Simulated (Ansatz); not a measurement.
# LiGeF3 (model cell, started as cubic perovskite with Ge in the octahedra): following an unstable mode, part 3 of 3

Which phase does LiGeF3 (model cell, started as cubic perovskite with Ge in the octahedra) fall into along its unstable mode, and how much energy does it gain?

Ansatz 0.2.0; DFT r2SCAN, scalar-relativistic, plane waves, PAW; PAW set soft_1.

So far. Step 5 (Energy along the mode, all amplitudes (two of the runs …): The lowest of the steps tried is at 0.32 Å, 60.4 meV/atom below the parent; the bottom of the well need not coincide with a step. Step 7 (The new phase in its own primitive cell): The largest force component left is 0.83 meV/Å and the pressure is -0.001 GPa, within the tolerances set. The cell now holds 16.34 Å³/atom. The relaxed cell has a, b, c = 4.178, 8.181, 4.780 Å (conventional setting).

The structure was built from a prototype and need not be the compound's stable phase.

### 8. Modes of the new phase, k-mesh 6×6×6

A relaxed structure may still be a saddle point, so its zone-centre modes are computed. The response to a homogeneous field gives the Born charges and the dielectric tensor.

The input, input.yaml:

```yaml
crystal:
  lattice:
    - [4.1781284512, 0.0, 0.0]
    - [0.0, 4.0906859209, 2.3902150839]
    - [0.0, -4.0906859209, 2.3902150839]
  atoms:
    - { symbol: Li, position: [0.0, 0.9271255135, 0.9271255135] }
    - { symbol: Ge, position: [0.5, 0.4732432166, 0.4732432166] }
    - { symbol: F, position: [0.5, 0.6079774889, 0.9090982059] }
    - { symbol: F, position: [0.5, 0.9090982059, 0.6079774889] }
    - { symbol: F, position: [0.0, 0.5478941927, 0.5478941927] }
kpoints:
  mp_grid: { grid: [6, 6, 6] }
hamiltonian:
  xc: r2scan
  pseudopotentials: { kind: paw, azcp: { folder: soft_1 } }
scf:
  occupations: { method: fixed }
output:
  eigenvalues: true
phonons:
  method: dfpt
  dielectric: true
  rigid_motions: translations
```

Launch:

```bash
> ansatz run input.yaml --threads 8 --pin off --max-ram 16384MiB --backend cpu --events-out ev --progress --plain --runs-dir out
```

Numbers of over 12 decimals in the logs are rounded to 6 here.

What it wrote:

```text
[...]
Crystal: 5 atoms, lattice volume = 81.704 Å³
Basis set: ecut = 500 eV, 2093 PW (Γ), exchange–correlation on 320×360×360 points (1000 copies of the dense FFT grid, shifted against one another)
Bands: 24, of which v1, the nominal top of the filled ones, is band 19 counted from 1 (18 counted from 0)
Symmetry: 4 space group operations
k-points: 112 of 216 (irreducible under 1 space group operation, time reversal used)
[...]
SCF iter   1: F=—  HF=-6942.976758 eV  |F-HF|=—  |Δ(HF+E_count)|=         —  Δρ=1.05e-1  dr2=7.66e0  dr2_τ=4.27e-2  ethr=3.10e-3  ⟨swp⟩=4.9  Hψ=11496  notcnv=0  defer=328
[...]
SCF iter  13: F=-6940.349516 eV  HF=-6940.349516 eV  |F-HF|=8.19e-12  |Δ(HF+E_count)|=  2.26e-10  Δρ=2.74e-7  dr2=3.77e-11  dr2_τ=2.63e-12  ethr=1.00e-12  ⟨swp⟩=13.5  Hψ=15297  notcnv=0
SCF 1 converged in 13 iterations: F = -6940.349516 eV  dr2 = 3.77e-11
[...]
NSCF: frozen V_eff on 2 k-points
[...]
── the response to a field inside a basis, on 6×6×6 k-points: an SCF that follows is theirs, and a resumed run solves both again ──
Bands: 20, of which v1, the nominal top of the filled ones, is band 19 counted from 1 (18 counted from 0)
k-points: 36 of 216 (time reversal used)
[...]
Eigensolver: Dense (36 Hₖ)
SCF iter   1: F=—  HF=-6940.342925 eV  |F-HF|=—  |Δ(HF+E_count)|=         —  Δρ=1.49e-4  dr2=3.72e-6  dr2_τ=6.56e-6  ethr=1.00e-1
[...]
SCF iter   4: F=-6940.342937 eV  HF=-6940.342937 eV  |F-HF|=6.91e-9  |Δ(HF+E_count)|=   5.34e-7  Δρ=3.06e-6  dr2=3.63e-9  dr2_τ=4.91e-10  ethr=5.26e-10
SCF 1 converged in 4 iterations: F = -6940.342937 eV  dr2 = 3.63e-9
[...]
SCF converged after 13 iterations
Free energy (F): -6940.349516 eV
[...]
Internal energy: -6940.349516 eV  (E = F + TS)
E sigma→0 (E₀):  -6940.349516 eV
Fermi energy:    1.298807 eV
[...]
--- Band table (eV; the first three rows and the last of 112) ---
  k-point 0: bands = [... 15 lower, -1.8639, -1.8411, -1.3432, -0.3674, 7.4869, 8.0964, 9.4072, 9.5954, ... 1 higher]
  k-point 1: bands = [... 15 lower, -1.9010, -1.8245, -1.3724, -0.0689, 7.1878, 8.1012, 9.3088, 9.8100, ... 1 higher]
  k-point 2: bands = [... 15 lower, -1.9453, -1.8220, -1.3686, 0.4163, 6.7200, 8.1897, 9.1159, 9.5570, ... 1 higher]
  k-point 111: bands = [... 15 lower, -2.1761, -1.4985, -1.4871, 1.0032, 6.5322, 6.8021, 8.7572, 10.0984, ... 1 higher]
[...]
k mesh reduced under 1 symmetry operation, with k and −k counted as one. Each operation leaves every solved perturbation unchanged. A smaller set is not considered because the functional reads the kinetic-energy density
  ASR residual: 2.251e-4 → 0.000e0 eV/Å²; symmetrization residual: 2.407e-6 eV/Å²
  ASR residual per site (eV/Å²): 3.81e-5 3.24e-5 2.25e-4 2.25e-4 5.57e-5
[...]
ε∞ (high-frequency dielectric tensor):
        2.578789     0.000000     0.000000
        0.000000     2.186643     0.000000
        0.000000     0.000000     2.234063
  softest optical mode at Γ: -237.98 cm⁻¹; the repairs (sum rule, projections) moved no ω² at Γ by more than (2.17 cm⁻¹)²
  Born effective charges Z* (e; rows j = field, columns β = displacement):
    site 0:
         1.27113    0.00000   -0.00000
         0.00000    0.85219    0.00000
         0.00000    0.00000    1.27907
    site 1:
         3.27491    0.00000   -0.00000
         0.00000    2.12356    0.00000
         0.00000    0.00000    2.19004
    site 2:
        -0.68938    0.00000   -0.00000
         0.00000   -1.27927    0.69398
        -0.00000    0.48222   -1.38178
    site 3:
        -0.68938    0.00000    0.00000
         0.00000   -1.27927   -0.69398
         0.00000   -0.48222   -1.38178
    site 4:
        -3.16728    0.00000   -0.00000
         0.00000   -0.41721    0.00000
         0.00000    0.00000   -0.70554
  Z* charge neutrality: 8.848e-4 e pre-enforcement
  solved inside a basis spanned on kpoints, on 6×6×6 k-points, its susceptibility summed on 10×10×10: ε∞ is read to err by 5.7e-3, Z* by 1.5e-2 e (field_mesh: kpoints solves on kpoints); Z* is corrected for what the basis lacks
  optical modes at Γ without the LO–TO term, one row a degenerate level:
      ω (cm⁻¹)  modes    IR ((D/Å)²/amu)
       -237.98      1            14.3258
       -143.35      1             1.9305
         11.37      1             6.3234
        133.83      1             0.0000
        135.67      1             0.0048
        165.92      1             0.5430
        193.65      1             1.3174
        277.72      1             1.4652
        326.89      1             0.7578
        459.09      1             6.7241
        469.03      1             7.1121
        530.69      1             3.5812
  optical modes at Γ + LO–TO along q̂ = [1.0000, 0.0000, 0.0000]:
      ω (cm⁻¹)  modes    IR ((D/Å)²/amu)
       -146.39      1             0.3855
       -143.35      1             1.9305
        133.83      1             0.0000
        135.67      1             0.0048
        165.92      1             0.5430
        193.65      1             1.3174
        254.25      1             0.8206
        326.89      1             0.7578
        448.63      1            20.9082
        459.09      1             6.7241
[...]
optical modes at Γ + LO–TO along q̂ = [0.0000, 1.0000, 0.0000]:
      ω (cm⁻¹)  modes    IR ((D/Å)²/amu)
[...]
optical modes at Γ + LO–TO along q̂ = [0.0000, 0.0000, 1.0000]:
      ω (cm⁻¹)  modes    IR ((D/Å)²/amu)
       -237.98      1            14.3258
       -143.35      1             1.9305
         11.37      1             6.3234
        133.83      1             0.0000
        135.67      1             0.0048
        165.92      1             0.5430
        214.59      1             0.3951
        277.72      1             1.4652
        334.30      1             0.2252
        459.09      1             6.7241
        504.45      1             0.6720
        618.79      1            11.4763
```

Elapsed: 3.4 min, on 8 threads of AMD EPYC 7B13 (Zen 3), shared host; peak memory 9.5 GiB; 25 min of CPU time.

Numbers from this step:

- miss of the charge sum rule: 8.85e-4 e
- estimated error of the dielectric tensor: 0.005652
- estimated error of the Born charges: 0.01489 e
- point group: mm2
- highest optical mode at the zone centre (no LO-TO term): 530.7 cm⁻¹
- lowest optical zone-centre mode: -238.0 cm⁻¹
- mean high-frequency dielectric constant: 2.333
- largest Born charge (third of the trace): 2.530 e
- top of the zone-centre spectrum with the field: 618.8 cm⁻¹

Without the LO-TO term. Patterns of degenerate modes are one choice out of their space. Modes at Γ, with each element's share of the kinetic energy (negative means imaginary):

| mode | frequency (cm⁻¹) | symmetry | Li % | Ge % | F % |
| --- | --- | --- | --- | --- | --- |
| 1 | -238.0 | B1 | 72 | 3 | 25 |
| 2 | -143.3 | B2 | 84 | 2 | 13 |
| 3 | 0.0 | acoustic | 5 | 53 | 42 |
| 4 | 0.0 | acoustic | 5 | 53 | 42 |
| 5 | 0.0 | acoustic | 5 | 53 | 42 |
| 6 | 11.4 | B1 | 20 | 36 | 45 |
| 7 | 133.8 | A2 | 0 | 0 | 100 |
| 8 | 135.7 | B2 | 9 | 6 | 85 |
| 9 | 165.9 | B2 | 0 | 22 | 78 |
| 10 | 193.7 | A1 | 14 | 1 | 86 |
| 11 | 277.7 | B1 | 3 | 8 | 89 |
| 12 | 326.9 | A1 | 3 | 27 | 70 |
| 13 | 459.1 | B2 | 1 | 16 | 82 |
| 14 | 469.0 | A1 | 77 | 0 | 23 |
| 15 | 530.7 | A1 | 2 | 19 | 79 |

Displacements in mode 1 (-238.0 cm⁻¹), the largest set to 1:
```
Li1  1.00  0.00  0.00
Ge2  0.07  0.00  0.00
F3  -0.20  0.00  0.00
F4  -0.20  0.00  0.00
F5  -0.22  0.00  0.00
```

Displacements in mode 2 (-143.3 cm⁻¹), the largest set to 1:
```
Li1  0.00  1.00  0.00
Ge2  0.00 -0.05  0.00
F3   0.00 -0.11 -0.12
F4   0.00 -0.11  0.12
F5   0.00  0.05  0.00
```

Optical modes at the zone centre, without and with the macroscopic field of the longitudinal modes; each column is sorted by frequency, so a row need not hold one and the same mode. Modes with and without the field, by row:

| rank among optical modes | no field (cm⁻¹) | q along (1, 0, 0) (cm⁻¹) | q along (0, 1, 0) (cm⁻¹) | q along (0, 0, 1) (cm⁻¹) |
| --- | --- | --- | --- | --- |
| 1 | -238 | -146.4 | -238 | -238 |
| 2 | -143.3 | -143.3 | -76.4 | -143.3 |
| 3 | 11.4 | 133.8 | 11.4 | 11.4 |
| 4 | 133.8 | 135.7 | 133.8 | 133.8 |
| 5 | 135.7 | 165.9 | 135.8 | 135.7 |
| 6 | 165.9 | 193.7 | 184 | 165.9 |
| 7 | 193.7 | 254.2 | 193.7 | 214.6 |
| 8 | 277.7 | 326.9 | 277.7 | 277.7 |
| 9 | 326.9 | 448.6 | 326.9 | 334.3 |
| 10 | 459.1 | 459.1 | 469 | 459.1 |
| 11 | 469 | 469 | 530.7 | 504.4 |
| 12 | 530.7 | 530.7 | 547.3 | 618.8 |

Born charge (rows field, columns displacement) (e), principal values of the symmetric part by kind of site:

| atom | atoms with these values | low | middle | high | mean |
| --- | --- | --- | --- | --- | --- |
| Li1 | 1 | 0.85 | 1.27 | 1.28 | 1.13 |
| Ge2 | 1 | 2.12 | 2.19 | 3.27 | 2.53 |
| F3 | 2 | -1.92 | -0.74 | -0.69 | -1.12 |
| F5 | 1 | -3.17 | -0.71 | -0.42 | -1.43 |

In full for Li1:

```
1.27 0.00 0.00
0.00 0.85 0.00
0.00 0.00 1.28
```

High-frequency dielectric tensor:

```
2.58 0.00 0.00
0.00 2.19 0.00
0.00 0.00 2.23
```

Transverse modes; imaginary modes are left out. Lines of the infrared spectrum (strongest = 100):

| position (cm⁻¹) | label | relative intensity |
| --- | --- | --- |
| 11 | B1 | 89 |
| 134 | A2 | 0.0 |
| 136 | B2 | 0.1 |
| 166 | B2 | 7.6 |
| 194 | A1 | 19 |
| 278 | B1 | 21 |
| 327 | A1 | 11 |
| 459 | B2 | 95 |
| 469 | A1 | 100 |
| 531 | A1 | 50 |

Before it was imposed, the acoustic sum rule was missed by 2.3e-4 eV/Å² and the charge sum rule by 8.8e-4 e. Small misses are needed for a sound result but don't prove that mesh and cutoff are converged. The lowest optical mode is imaginary, 238.0i cm⁻¹, so the energy falls along it.

### 9. What came out

| Property | Result |
| --- | --- |
| unstable mode of the parent | q = (0, 0, 0), 308i cm⁻¹ |
| depth at the lowest point sampled | 60.4 meV/atom |
| largest atomic shift at that point | 0.32 Å |
| space group reached (within 0.01 Å) | Amm2 |
| energy gained over the parent (first relaxation, on the mesh of the frozen mode) | 291 meV/atom |
| volume per atom, phase reached | 16.3 Å³ |
| gap on the k-mesh, phase reached | 4.80 eV |
| lowest optical zone-centre mode, phase reached | -238 cm⁻¹ |
| highest optical mode at the zone centre (no LO-TO term), phase reached | 531 cm⁻¹ |

Along this mode the structure falls into Amm2, 291 meV/atom below the parent. At the parent's cell the well is 60.39 meV/atom deep on the steps tried, with its lowest point at a shift of 0.32 Å. Relaxing atoms and cell changes the gain by +231.08 meV/atom against the lowest step (energies at zero smearing). Most of the total comes from this relaxation. The new phase still has an imaginary mode at the zone centre of its cell, so it is a saddle point on the way to a lower structure. Of the 6 patterns followed to their end from this parent, this one ends 71.9 meV/atom above the lowest, R3m. Each path keeps the symmetry of its pattern, so a lower phase may lie along a pattern not tried. The q mesh stands for a supercell only 8.7 Å across, so branches between the solved wavevectors are rough. The starting cell was built on a prototype and not taken from a measurement, so the phase need not exist.

[Logs are printed without paths, hosts, clocks, repeated set-up lines and the standing remarks that a program may print on its own settings, such as how far it seeks lower states.]

[Hosts, paths, dates, database ids (printed as entryN), source tags and the programs' standing remarks are cut or masked in the printed files.]
